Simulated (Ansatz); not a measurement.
**k-point convergence of GW for GaCuSe2 (I-42d)**

Aim: the G0W0 gap of GaCuSe2 (I-42d) on a series of meshes, at fixed bands and cutoff.

Main program and level: Ansatz 0.2.0; G0W0 on PBE, plane waves, PAW; PAW set soft_1.

In doubt: one-shot GW on d or f shells is unsure, so the values of those runs are not to be relied on.

### 1. Starting point

Symmetry: I-42d, No. 122, tetragonal system. The conventional cell has a = 5.619 Å, b = 5.619 Å, c = 11.026 Å, α = 90.00°, β = 90.00°, γ = 90.00°. Nearest to Ga lie 4 Se at 2.42 Å. Cu has 4 Se at 2.42 Å nearest. Nearest to Se lie 2 Ga at 2.42 Å and 2 Cu at 2.42 Å. Farther neighbours and most contacts between anions are not listed.

As a file:

```cif
data_structure
_symmetry_space_group_name_H-M 'I-42d'
_symmetry_Int_Tables_number 122
_cell_length_a 5.6191
_cell_length_b 5.6191
_cell_length_c 11.0260
_cell_angle_alpha 90.000
_cell_angle_beta 90.000
_cell_angle_gamma 90.000
_cell_volume 348.14
loop_
_atom_site_label
_atom_site_type_symbol
_atom_site_symmetry_multiplicity
_atom_site_Wyckoff_symbol
_atom_site_fract_x
_atom_site_fract_y
_atom_site_fract_z
_atom_site_occupancy
Ga1 Ga 4 b 0.50000 0.50000 0.00000 1
Cu1 Cu 4 a 0.00000 0.00000 0.00000 1
Se1 Se 8 d 0.25062 0.25000 0.12500 1
```

The cell and positions come from the Crystallography Open Database and are kept as given unless a step says otherwise.

### 2. The 2×2×2 mesh

Now the one-shot GW correction: screening in the RPA, then the self-energy of the levels asked for. This step takes PAW set soft_1 files.

input.yaml reads:

```yaml
crystal:
  lattice:
    - [-2.80955, 2.80955, 5.513]
    - [2.80955, -2.80955, 5.513]
    - [2.80955, 2.80955, -5.513]
  atoms:
    - { symbol: Ga, position: [0.5, 0.5, 0.0] }
    - { symbol: Ga, position: [0.25, 0.75, 0.5] }
    - { symbol: Cu, position: [0.0, 0.0, 0.0] }
    - { symbol: Cu, position: [0.75, 0.25, 0.5] }
    - { symbol: Se, position: [0.375, 0.37562, 0.50062] }
    - { symbol: Se, position: [0.62438, 0.125, 0.99938] }
    - { symbol: Se, position: [0.875, 0.87438, 0.49938] }
    - { symbol: Se, position: [0.12562, 0.625, 0.00062] }
kpoints:
  mp_grid: { grid: [2, 2, 2] }
hamiltonian:
  xc: pbe
  pseudopotentials: { kind: paw, azcp: { folder: soft_1 } }
scf:
  occupations: { method: fixed }
gw:
  n_empty_bands: 395
  ecut_chi: 100
  qp_bands: [v2, c2]
  qp_kpoints: band_edges
  screening: { model: contour_deformation }
```

On the command line:

```
$ ansatz run input.yaml --threads 2 --pin off --max-ram 73728MiB --backend cuda --events-out ev --progress --plain --runs-dir out --devices 1 --max-vram 13GiB
```

Numbers of over 12 decimals in the logs are rounded to 6 here.

Log:

```text
GPUs: using 1 of 1 available (devices: 1).
Engine: ansatz 0.2.0, x86_64-unknown-linux-gnu
Pseudopotentials: kind: paw
Pseudopotential: Ga, paw, valence charge 13, recommended cutoff 420 eV (normal), soft_1/Ga.paw.azcp
Pseudopotential: Cu, paw, valence charge 19, recommended cutoff 420 eV (normal), soft_1/Cu.paw.azcp
Pseudopotential: Se, paw, valence charge 16, recommended cutoff 420 eV (normal), soft_1/Se.paw.azcp
Functional definition: PBE
  parameter kappa = 0.804
  parameter beta = 0.066725
  exchange = pbe_x(kappa = kappa, mu = beta*pi^2/3)
  correlation = pbe_c(beta = beta)
device memory: the entry about to start is reckoned to put 3.0 GiB on a device that reports 56.2 GiB free (of which the cap on the GPU budget leaves the run 13.0 GiB)
GPU FFT provider: cuFFT
GPU libraries: cuBLAS 13.8.2, cuFFT 12.4.0, cuSOLVER 12.3.4
Crystal: 8 atoms, lattice volume = 174.069 Å³
Basis set: ecut = 420 eV, 3451 PW (Γ)
Bands: 77, of which v1, the nominal top of the filled ones, is band 64 counted from 1 (63 counted from 0)
Symmetry: 8 space group operations
Space group: I-42d (ITA 122), of the structure as read, at distance tolerance 5.6e-5 Å
k-points: 4 of 8
Non-local potential: Ga, projectors of the file, l = 0: 2, l = 1: 2, l = 2: 3, l = 3: 1
Non-local potential: Cu, projectors of the file, l = 0: 3, l = 1: 2, l = 2: 3, l = 3: 1
Non-local potential: Se, projectors of the file, l = 0: 2, l = 1: 2, l = 2: 3, l = 3: 1
PAW form: soft (Blöchl's): semilocal exchange-correlation on the pseudo side does not see the compensation charge
PAW one-centre angular grid: Ga, 590 points (default); XC on 64 Gauss nodes
PAW one-centre angular grid: Cu, 590 points (default); XC on 64 Gauss nodes
PAW one-centre angular grid: Se, 590 points (default); XC on 64 Gauss nodes
Initial density: superposition of atomic densities (chi_scale 0.1, normalization cell, long waves kept (reshape's long-wave potential 0.00 eV rms))
Initial wavefunctions: pseudopotential atomic-orbital guess
GPU buffer pool allocated for 110592 grid points (all kernels)
GPU transforms: local potential and band sums: pruned to the plane-wave sphere, on 45×45×45
Functional: x = pbe(κ = 0.804, μ = 0.219515), c = pbe(β = 0.066725)
SCF iter   1: F=—  HF=-42697.351603 eV  |F-HF|=—  |Δ(HF+E_count)|=         —  Δρ=5.77e-2  dr2=4.13e0  ethr=3.10e-3  ⟨swp⟩=4.5  Hψ=868  notcnv=0  defer=39
preconditioner: auto → Resta (q_TF=auto, 2.592 Å⁻¹)  ε∞=4.4  [insulator: Δε(μ)=0.558 eV  Ē_g=12.879 eV  n_scr=60 (ndim 8)  ℏωp=23.9 eV  f_vac=0.054  ε∞_Penn≈4.4]
SCF iter   2: F=—  HF=-42696.651327 eV  |F-HF|=—  |Δ(HF+E_count)|=   7.00e-1  Δρ=5.09e-2  dr2=2.49e0  ethr=3.10e-3  ⟨swp⟩=2.8  Hψ=536  notcnv=0  defer=33
SCF iter   3: F=—  HF=-42696.499136 eV  |F-HF|=—  |Δ(HF+E_count)|=   1.52e-1  Δρ=2.84e-2  dr2=1.07e0  ethr=1.95e-3  ⟨swp⟩=2.0  Hψ=615  notcnv=0  defer=41
SCF iter   4: F=—  HF=-42696.261185 eV  |F-HF|=—  |Δ(HF+E_count)|=   2.38e-1  Δρ=9.18e-3  dr2=1.23e-1  ethr=8.40e-4  ⟨swp⟩=2.0  Hψ=407  notcnv=0  defer=41
SCF iter   5: F=—  HF=-42696.242665 eV  |F-HF|=—  |Δ(HF+E_count)|=   1.85e-2  Δρ=3.03e-3  dr2=1.31e-2  ethr=9.59e-5  ⟨swp⟩=2.0  Hψ=435  notcnv=0  defer=42
SCF iter   6: F=—  HF=-42696.244025 eV  |F-HF|=—  |Δ(HF+E_count)|=   1.36e-3  Δρ=9.12e-4  dr2=2.09e-3  ethr=1.03e-5  ⟨swp⟩=2.0  Hψ=433  notcnv=0  defer=44
SCF iter   7: F=—  HF=-42696.245489 eV  |F-HF|=—  |Δ(HF+E_count)|=   1.46e-3  Δρ=5.58e-4  dr2=6.40e-4  ethr=1.63e-6  ⟨swp⟩=2.0  Hψ=393  notcnv=0  defer=44
SCF iter   8: F=—  HF=-42696.245885 eV  |F-HF|=—  |Δ(HF+E_count)|=   3.96e-4  Δρ=1.65e-4  dr2=5.20e-5  ethr=5.00e-7  ⟨swp⟩=2.0  Hψ=507  notcnv=0  defer=44
SCF iter   9: F=—  HF=-42696.245906 eV  |F-HF|=—  |Δ(HF+E_count)|=   2.14e-5  Δρ=5.25e-5  dr2=3.90e-6  ethr=4.07e-8  ⟨swp⟩=2.0  Hψ=396  notcnv=0  defer=29
SCF iter  10: F=—  HF=-42696.245913 eV  |F-HF|=—  |Δ(HF+E_count)|=   6.56e-6  Δρ=1.97e-5  dr2=4.35e-7  ethr=3.05e-9  ⟨swp⟩=2.0  Hψ=525  notcnv=0  defer=29
SCF iter  11: F=—  HF=-42696.245914 eV  |F-HF|=—  |Δ(HF+E_count)|=   8.32e-7  Δρ=2.27e-5  dr2=5.80e-7  ethr=7.81e-11  ⟨swp⟩=9.5  Hψ=1391  notcnv=0
SCF iter  12: F=-42696.245913 eV  HF=-42696.245913 eV  |F-HF|=4.96e-8  |Δ(HF+E_count)|=   3.11e-8  Δρ=5.72e-6  dr2=4.43e-8  ethr=7.81e-11  ⟨swp⟩=1.8  Hψ=806  notcnv=0
SCF 1 converged in 12 iterations: F = -42696.245913 eV  dr2 = 4.43e-8
[...]
device memory: the entry about to start is reckoned to put 3.7 GiB on a device that reports 55.9 GiB free (of which the cap on the GPU budget leaves the run 13.0 GiB)
NSCF: frozen V_eff on 4 k-points
[...]
device memory: the entry about to start is reckoned to put 3.3 GiB on a device that reports 55.9 GiB free (of which the cap on the GPU budget leaves the run 13.0 GiB)
NSCF: frozen V_eff on 4 k-points
G₀W₀ screening: q 1/4
[... further progress lines ...]
device memory: the entry about to start is reckoned to put 1.3 GiB on a device that reports 63.6 GiB free (of which the cap on the GPU budget leaves the run 13.0 GiB)
NSCF: frozen V_eff on 1 k-points
device memory: the entry about to start is reckoned to put 1.3 GiB on a device that reports 64.1 GiB free (of which the cap on the GPU budget leaves the run 13.0 GiB)
NSCF: frozen V_eff on 1 k-points
device memory: the entry about to start is reckoned to put 1.3 GiB on a device that reports 64.2 GiB free (of which the cap on the GPU budget leaves the run 13.0 GiB)
NSCF: frozen V_eff on 1 k-points
SCF converged after 12 iterations
Free energy (F): -42696.245913 eV
Harris-Foulkes:  -42696.245913 eV  (|F-HF|=4.96e-8)
Internal energy: -42696.245913 eV  (E = F + TS)
E sigma→0 (E₀):  -42696.245913 eV
Fermi energy:    8.563885 eV
--- Per-component energies (eV) ---
  E_band       = -2651.971437
  E_kinetic    = 1190.245253
  E_local      = -25675.393623  (includes V_loc(G=0)·N_el)
  E_nonlocal   = 194.722216
  E_hartree    = 12679.929466
  E_xc         = -603.355434
  E_vxc        = -649.528608  (∫ρ·V_xc dr)
  E_paw        = -16146.288673  (= ΣΔE_a)
  E_vpaw       = -3071.846339  (= ΣTr[D̂ρ^β])
  E_aug_tail   = 0.000063  (compensation charges beyond the density's cutoff)
  E_ewald      = -14336.105182
  E_smearing   = -0.000000  (= −TS)
  E_closure    = 0.000000  (closes the sum)
  Σ components = -42696.245913   (vs F -42696.245913, Δ=0.00e0)
--- Band table (eV) ---
  k-point 0: bands = [... 60 lower, 7.0353, 8.4295, 8.4295, 8.5639, 8.7799, 10.4518, 10.8236, 12.5298, ... 9 higher]
  k-point 1: bands = [... 60 lower, 7.7404, 7.7404, 8.0593, 8.0593, 9.7342, 9.7342, 11.8671, 11.8671, ... 9 higher]
  k-point 2: bands = [... 60 lower, 7.2183, 7.3389, 7.4632, 8.0067, 10.7419, 11.1328, 11.7758, 12.6858, ... 9 higher]
  k-point 3: bands = [... 60 lower, 7.3284, 7.3284, 7.6486, 7.6486, 10.4251, 10.4251, 10.5063, 10.5063, ... 9 higher]
--- G₀W₀: contour deformation, 9 samples at zero and on the imaginary axis and 1 off it, 8 q-points, 395 empty bands' worth ---
  eigenvalues of the whole cell's RPA ε∞ on this k-mesh (on a slab, of 1 + 4πα/V) = 301.0492, 301.0492, 1125.6859; static W/v taken at q = 0 is 0.002154
  bands read: the sum over 459 bands ends inside a degenerate multiplet in 2 slots, whose members it reads at an even weight; the widest, k=1: bands 459 to 460 (counted from 1) at 1/2 each
  gw.qp_kpoints: band_edges: 4 of 4 stored k-points solved, in 1 pass; an edge of the gap read off the rows below is read off those points alone
    ik  band        ε_KS         Σx   Σc(E_QP)       V_xc       Z   E_QP_lin       E_QP  E_QP is
     0    63      8.4295   -31.5152     4.8425   -26.4043  0.6887     8.1583     8.1611  root
     0    64      8.5639   -32.0002     4.9747   -26.7546  0.6876     8.2901     8.2930  root
     0    65      8.7799   -10.6206    -4.0318   -14.8972  0.7465     9.0265     9.0247  root
     0    66     10.4518    -9.4867    -3.5508   -12.9206  0.7483    10.3354    10.3349  root
     1    63      8.0593   -33.1691     5.6492   -27.2196  0.6725     7.7552     7.7590  root
     1    64      8.0593   -33.1691     5.6492   -27.2196  0.6725     7.7552     7.7590  root
     1    65      9.7342   -11.4187    -3.7834   -15.3947  0.7415     9.9286     9.9268  root
     1    66      9.7342   -11.4187    -3.7834   -15.3947  0.7415     9.9286     9.9268  root
     2    63      7.4632   -36.7153     6.7886   -29.6609  0.6439     7.1935     7.1974  root
     2    64      8.0067   -33.3245     5.7263   -27.3098  0.6694     7.7144     7.7183  root
     2    65     10.7419   -12.1305    -3.9988   -16.3984  0.7326    11.0135    11.0111  root
     2    66     11.1328   -11.0455    -4.1694   -15.4392  0.7319    11.3590    11.3571  root
     3    63      7.6486   -35.3122     6.4105   -28.6109  0.6535     7.3534     7.3578  root
     3    64      7.6486   -35.3122     6.4105   -28.6109  0.6535     7.3534     7.3578  root
     3    65     10.4251   -13.5333    -3.2919   -16.9552  0.7340    10.5558    10.5551  root
     3    66     10.4251   -13.5333    -3.2919   -16.9552  0.7340    10.5558    10.5551  root
```

Elapsed: 9.7 s, on 1 × NVIDIA H100 80GB HBM3 (shared by 6 runs) with 2 threads of AMD EPYC 7R13 (Zen 3), shared host; peak memory 1.4 GiB; 11 s of CPU time.

Reading the cycles: dr2 is the Hartree energy of the density residual (eV), the measure of convergence; HF is the Harris–Foulkes estimate of the energy, which meets the free energy F at convergence.

This step gave:

| Item | Value |
| --- | --- |
| bands summed | 459 |
| RPA ε∞ on this mesh (eigenvalues) | 301.0, 301.0, 1126 |
| plane waves in the screening matrix | 405 |
| q-points in the mesh | 8 |
| G0W0 gap on the mesh | 0.7317 eV |
| k of the valence top | 0, 0, 0 |
| k of the conduction bottom | 0, 0, 0 |
| starting gap on the mesh | 0.2160 eV |
| Z at the valence top | 0.6876 |
| Z at the conduction bottom | 0.7465 |
| least direct G0W0 gap on the computed points | 0.7317 eV |

The gap on the mesh goes from 0.22 eV to 0.73 eV, a correction of +0.52 eV. Between the two edge states, bare exchange in place of the xc potential would open the gap by 9.52 eV, and correlation takes back 9.01 eV.

### 3. The 4×4×4 mesh

Only the mesh changes. It samples the long-range screening, which converges on its own terms.

Changes to input.yaml since step 2:

```diff
@@ -15,3 +15,3 @@
 kpoints:
-  mp_grid: { grid: [2, 2, 2] }
+  mp_grid: { grid: [4, 4, 4] }
 hamiltonian:
```

Log:

```text
GPUs: using 1 of 1 available (devices: 1).
[...]
GPU FFT provider: cuFFT
GPU libraries: cuBLAS 13.8.2, cuFFT 12.4.0, cuSOLVER 12.3.4
Crystal: 8 atoms, lattice volume = 174.069 Å³
Basis set: ecut = 420 eV, 3451 PW (Γ)
Bands: 77, of which v1, the nominal top of the filled ones, is band 64 counted from 1 (63 counted from 0)
[... 1 set-up line as in the run before ...]
[...]
k-points: 13 of 64 (time reversal used)
[...]
GPU buffer pool allocated for 110592 grid points (all kernels)
[...]
SCF iter   1: F=—  HF=-42697.620019 eV  |F-HF|=—  |Δ(HF+E_count)|=         —  Δρ=5.71e-2  dr2=4.13e0  ethr=3.10e-3  ⟨swp⟩=4.5  Hψ=2816  notcnv=0  defer=131
[...]
SCF iter  11: F=-42696.497043 eV  HF=-42696.497043 eV  |F-HF|=3.20e-9  |Δ(HF+E_count)|=   2.46e-7  Δρ=2.39e-6  dr2=7.70e-9  ethr=7.81e-11  ⟨swp⟩=9.2  Hψ=4028  notcnv=0
SCF 1 converged in 11 iterations: F = -42696.497043 eV  dr2 = 7.70e-9
[...]
0    63      8.4122   -31.2546     4.5445   -26.4129  0.6676     8.1008     8.1150  root
     0    64      8.5406   -31.6903     4.6451   -26.7508  0.6667     8.2323     8.2461  root
     0    65      8.7722   -11.1930    -3.4300   -14.8921  0.7271     9.0523     9.0413  root
     0    66     10.4455    -9.6136    -3.3067   -12.9033  0.7259    10.4286    10.4285  root
     1    63      7.9141   -33.9367     5.7697   -27.8557  0.6431     7.5862     7.6028  root
     1    64      8.2571   -31.5614     4.8009   -26.4489  0.6629     7.9293     7.9455  root
     1    65     10.2364   -12.5252    -3.4395   -16.2324  0.7114    10.5152    10.5041  root
     1    66     10.7663   -11.7510    -3.4888   -15.4295  0.7128    10.9612    10.9560  root
[...]
12    63      7.6311   -35.1890     6.2421   -28.6278  0.6346     7.2942     7.3119  root
    12    64      7.6311   -35.1890     6.2421   -28.6278  0.6346     7.2942     7.3119  root
    12    65     10.4165   -13.6609    -3.0825   -16.9469  0.7096    10.6260    10.6200  root
    12    66     10.4165   -13.6609    -3.0825   -16.9469  0.7096    10.6260    10.6200  root
[key lines of the parts left out:]
SCF converged after 11 iterations
Free energy (F): -42696.497043 eV
Fermi energy:    8.540614 eV
```

It took 47 s on 1 × NVIDIA H100 80GB HBM3 (shared by 6 runs) with 2 threads; peak memory 2 GiB; 57 s of CPU time.

Numbers from this step:

| Item | Value |
| --- | --- |
| bands summed | 459 |
| RPA ε∞ on this mesh (eigenvalues) | 45.69, 45.69, 136.1 |
| plane waves in the screening matrix | 405 |
| q-points in the mesh | 64 |
| G0W0 gap on the mesh | 0.7952 eV |
| k of the valence top | 0, 0, 0 |
| k of the conduction bottom | 0, 0, 0 |
| starting gap on the mesh | 0.2316 eV |
| Z at the valence top | 0.6667 |
| Z at the conduction bottom | 0.7271 |
| least direct G0W0 gap on the computed points | 0.7952 eV |

Against the run with 2×2×2 mesh, 395 empty bands, screening to 100 eV, PAW set soft_1 files, the gap moves by +0.06 eV.

### 4. The 6×6×6 mesh

Changes to input.yaml since step 3:

```diff
@@ -15,3 +15,3 @@
 kpoints:
-  mp_grid: { grid: [4, 4, 4] }
+  mp_grid: { grid: [6, 6, 6] }
 hamiltonian:
```

Log:

```text
GPUs: using 1 of 1 available (devices: 1).
[...]
GPU FFT provider: cuFFT
GPU libraries: cuBLAS 13.8.2, cuFFT 12.4.0, cuSOLVER 12.3.4
Crystal: 8 atoms, lattice volume = 174.069 Å³
Basis set: ecut = 420 eV, 3451 PW (Γ)
Bands: 77, of which v1, the nominal top of the filled ones, is band 64 counted from 1 (63 counted from 0)
[... 1 set-up line as in the run before ...]
[...]
k-points: 30 of 216 (time reversal used)
[...]
28    66     10.5450   -12.7752    -3.3175   -16.3383  0.7162    10.8061    10.7905  root
    29    63      7.6284   -35.1589     6.2176   -28.6185  0.6382     7.2691     7.3056  root ?
    29    64      7.6284   -35.1589     6.2176   -28.6185  0.6382     7.2691     7.3056  root ?
    29    65     10.4157   -13.6722    -3.0451   -16.9425  0.7163    10.6553    10.6410  root
    29    66     10.4157   -13.6722    -3.0451   -16.9425  0.7163    10.6553    10.6410  root
[key lines of the parts left out:]
SCF converged after 11 iterations
Free energy (F): -42696.505767 eV
Fermi energy:    8.537897 eV
```

The job ended after 5.7 min (1 × NVIDIA H100 80GB HBM3 (shared by 6 runs) with 2 threads; peak memory 3.3 GiB; 8.3 min of CPU time).

Numbers from this step:

| Property | Result |
| --- | --- |
| bands summed | 459 |
| RPA ε∞ on this mesh (eigenvalues) | 20.40, 20.40, 46.65 |
| plane waves in the screening matrix | 405 |
| G0W0 gap on the mesh | 0.8126 eV |
| k of the valence top | 0, 0, 0 |
| k of the conduction bottom | 0, 0, 0 |
| starting gap on the mesh | 0.2338 eV |
| least direct G0W0 gap on the computed points | 0.8126 eV |

Against the run with 4×4×4 mesh, 395 empty bands, screening to 100 eV, PAW set soft_1 files, the gap moves by +0.017 eV.

### 5. The meshes together

Times are wall times on 1 × NVIDIA H100 80GB HBM3 (shared by 6 runs) with 2 threads of AMD EPYC 7R13 (Zen 3), shared host, good to a factor of about two.

```csv
mesh,points,irreducible,start (eV),G0W0 (eV),shift (eV),RPA ε∞ (mean),time
2×2×2,8,4,0.216,0.732,+0.516,575.93,9.7 s
4×4×4,64,13,0.232,0.795,+0.564,75.82,47 s
6×6×6,216,30,0.234,0.813,+0.579,29.15,5.7 min
```

### 6. What came out

| Quantity | Value |
| --- | --- |
| 2×2×2 | 0.732 eV (shift +0.516) |
| 4×4×4 | 0.795 eV (shift +0.564) |
| 6×6×6 | 0.813 eV (shift +0.579) |
| settings | PBE start, 395 empty bands, 100 eV |

In words: The shift is +0.52 eV on 2×2×2 and +0.58 eV on 6×6×6; the last step moves it by +0.015 eV. The RPA ε∞ (mean) ranges from 29.15 to 575.93 and ends at 29.15; the coarsest mesh overstates it. From 8 to 216 points the time grows 35-fold. Bands and cutoff are modest here, so the values stand off the basis limit. The RPA ε∞ on this mesh reaches over 25; with a narrow direct gap a coarse mesh can overstate it, and the correction is then too small. A d shell, filled or nearly so, lies near the gap. One-shot GW converges very slowly in bands there, not always from below, and on a semilocal start the gap tends to come out low; starts rich in exact exchange can overshoot instead. The many-body steps are scalar-relativistic: spin-orbit coupling is not in them. The program marks a band-edge row as in doubt, so the gap is less sure than its digits.

[Paths, hosts, dates, memory and timing lines, banners, echoed tables and standing remarks are left out of the program output.]

[Logs are printed without paths, hosts, clocks, repeated set-up lines and the standing remarks that a program may print on its own settings, such as how far it seeks lower states.]

[Runs of the session that timed out or met a known fault of the program may be left out.]

[Cells called generated may have been cut or substituted from an entry of the Crystallography Open Database or the Materials Project.]

[Hosts, paths, dates, database ids (printed as entryN), source tags and the programs' standing remarks are cut or masked in the printed files.]
